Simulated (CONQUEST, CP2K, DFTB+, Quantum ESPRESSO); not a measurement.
**Forces in amorphous carbon (123 atoms), program by program**

Aim: forces, pressure of amorphous carbon (123 atoms) at one geometry, from other programs and methods, against plane-wave PBE.

Results are calculated, not measured.

### 1. The structure

The cell holds 123 atoms (123 C), with edges of 11.09, 11.09 and 11.09 Å. Recipe: 123 atoms (123 C) placed at random at 1.8 g/cm³, melted at 6000 K for 10 ps at fixed volume with the LCBOP (Los and Fasolino, Phys. Rev. B 68, 024107 (2003)). Quenched from 5000 K to 300 K at 500 K/ps and fixed volume, held 5 ps, then minimised at fixed cell. Then every atom was moved at random, 0.05 Å r.m.s. a Cartesian component. The density is 1.80 g/cm³.

### 2. The reference input

Quantum ESPRESSO 7.5: Kohn-Sham DFT, PBE, SSSP efficiency 1.3.0 pseudopotentials, plane waves. Its input, pw.in:

```
&control
  calculation = 'scf'
  pseudo_dir = './pseudo'
  outdir = './tmp'
  disk_io = 'none'
  tprnfor = .true.
  tstress = .true.
/
&system
  ibrav = 0
  nat = 123
  ntyp = 1
  ecutwfc = 45
  ecutrho = 360
  nosym = .true.
  occupations = 'smearing'
  smearing = 'fd'
  degauss = 0.003675
/
&electrons
  conv_thr = 6.2e-07
  electron_maxstep = 100
  mixing_beta = 0.2
  mixing_mode = 'local-TF'
  diagonalization = 'david'
/
ATOMIC_SPECIES
C 12.011 C.upf
CELL_PARAMETERS angstrom
11.08510 0.00000 0.00000
0.00000 11.08510 0.00000
0.00000 0.00000 11.08510
ATOMIC_POSITIONS crystal
C 0.55002 0.05158 0.22971
C 0.65986 0.63115 0.06072
C 0.30363 0.36381 0.40071
C 0.20854 0.06433 0.98860
[... 117 atom lines left out ...]
C 0.25646 0.69112 0.29920
C 0.86217 0.61661 0.22038
K_POINTS gamma
```

```console
$ OMP_NUM_THREADS=1 mpirun -np 4 pw.x -in pw.in > output.txt
```

Elapsed: 2.4 min, on 4 MPI ranks of Arm Neoverse V1, shared host; peak memory 4 GiB.

It converged with an r.m.s. force component of 2.7 eV/Å and a pressure of -10.0 GPa.

### 3. The other programs

- CONQUEST 1.3: pseudo-atomic orbitals (double zeta with polarisation, or contracted to multi-site or on-site support functions) with norm-conserving potentials on an integration grid.
- CP2K 2026.2: Gaussian basis with GTH pseudopotentials and a plane-wave density; labels give functional, basis (MOLOPT sets; SR short-range, UZH the newer set with its own potentials), grid cutoff/relative cutoff and solver (OT: orbital transformation; TRS4, TC2, SIGN: linear-scaling purification with its sparsity filter), or its built-in tight binding.
- DFTB+ 25.1: tight binding, with Slater–Koster sets (DFTB) or xTB through its tblite library.

All use the same cell and atoms, and the electronic-structure runs the same k-mesh.

### 4. All runs compared

Differences are against the reference: forces as r.m.s. over components, share as that over the reference's r.m.s. force, slope as the fitted ratio of a run's forces to the reference's.

```
                                                         run  Δ force, r.m.s. (meV/Å)  share (%)  slope  Δ pressure (GPa)  cores  CPU time  memory (GiB)
                                                   reference                        -          -      -                 -      4   9.7 min           4.0
                           CONQUEST PBE, grid 40 Ha (coarse)                      303       11.1  1.081              3.78      2   6.8 min           3.4
                                    CONQUEST PBE, grid 80 Ha                      303       11.2  1.081              3.78      4    11 min           8.8
              CP2K PBE, DZVP-UZH, 450/50 Ry, diagonalisation                     61.1       2.25  1.018             0.913      4   7.7 min           3.3
CP2K PBE, SZV-MOLOPT-SR, 450/50 Ry, diagonalisation (coarse)                      868       31.9  1.304              5.83      2   3.9 min           2.2
                                          DFTB+ DFTB 3ob-3-1                      622       22.9  1.171              4.87      1     1.3 s          0.11
                                          DFTB+ DFTB mio-1-1                      904       33.2  1.282            -0.481      1     1.2 s          0.11
                                             DFTB+ IPEA1-xTB                      736       27.1  1.230             -18.2      1      20 s             1
```

Rows marked coarse were listed beforehand as settings not expected to be converged; some can still land near the reference.

CPU time is summed over cores on shared hosts, of unlike kinds, so it is rough.

### 5. What came out

Forces lie from 2.2 % (CP2K PBE, DZVP-UZH, 450/50 Ry, diagonalisation) to 33 % (DFTB+ DFTB mio-1-1) of the reference's r.m.s. force of 2.7 eV/Å away from it. The PBE runs in local orbitals, coarse settings apart, differ by 2.2 % (CP2K PBE, DZVP-UZH, 450/50 Ry, diagonalisation) to 11 % (CONQUEST PBE, grid 80 Ha); basis, grid and potentials can all enter. Tight binding differs by 23 % (DFTB+ DFTB 3ob-3-1) to 33 % (DFTB+ DFTB mio-1-1); it is another model, with fitted parameters of its own, and the xTB methods hold dispersion. IPEA1-xTB was fitted to ionisation energies and electron affinities, not to forces or charges.

Runs with settings chosen to be coarse differ by 11 % (CONQUEST PBE, grid 40 Ha) to 32 % (CP2K PBE, SZV-MOLOPT-SR, 450/50 Ry, diagonalisation), their programs' other errors included. CP2K PBE, SZV-MOLOPT-SR, 450/50 Ry, diagonalisation stiffens the forces by a factor of 1.30 while following their directions (correlation 0.997); the slopes of the 2 CP2K runs lie between 1.02 and 1.30. From CONQUEST PBE, grid 40 Ha to the finer CONQUEST PBE, grid 80 Ha the share goes from 11.1 to 11.2 %, so the grid isn't what parts these runs from the reference. Pressures at PBE, coarse settings apart, lie +0.91 to +3.78 GPa from the reference's.

Caveats: Periodic xTB results under one method name differ between programs and library versions (DFTB+ here holds tblite 0.3). Forces of 2.7 eV/Å r.m.s. are well above thermal ones: they come largely from the bond lengths of the classical model and from the random displacements, and they dominate the comparison. The reference's pressure holds the uncorrected Pulay stress of its 45 Ry basis, so small pressure differences may be the reference's own error. The quench rate of 500 K/ps is many orders above laboratory rates, so the cell is likely richer in defects and strain than a real sample. The network of bonds at the start is that of the classical potential that made the cell, and needn't be the one that DFT or experiment would give. The electronic-structure runs sample only Γ, in a cell whose shortest periodic width is 11 Å, which is coarse for a cell with partly filled levels. The reference's pressure of -10.0 GPa reflects the volume that the recipe set, positions that aren't this level's minimum and the basis. Where levels are smeared, the DFT runs use Fermi–Dirac occupations at 580 K (0.05 eV), and energies are free energies. The atoms were displaced at random, and shares hang on the size of the forces that this gives. The reference's cutoffs and mesh weren't converged further here.

[Logs are printed without paths, hosts, clocks, repeated set-up lines and the standing remarks that a program may print on its own settings, such as how far it seeks lower states.]

[Hosts, paths, dates, database ids (printed as entryN), source tags and the programs' standing remarks are cut or masked in the printed files.]

[Cells were taken only where this reference lay near another plane-wave run.]
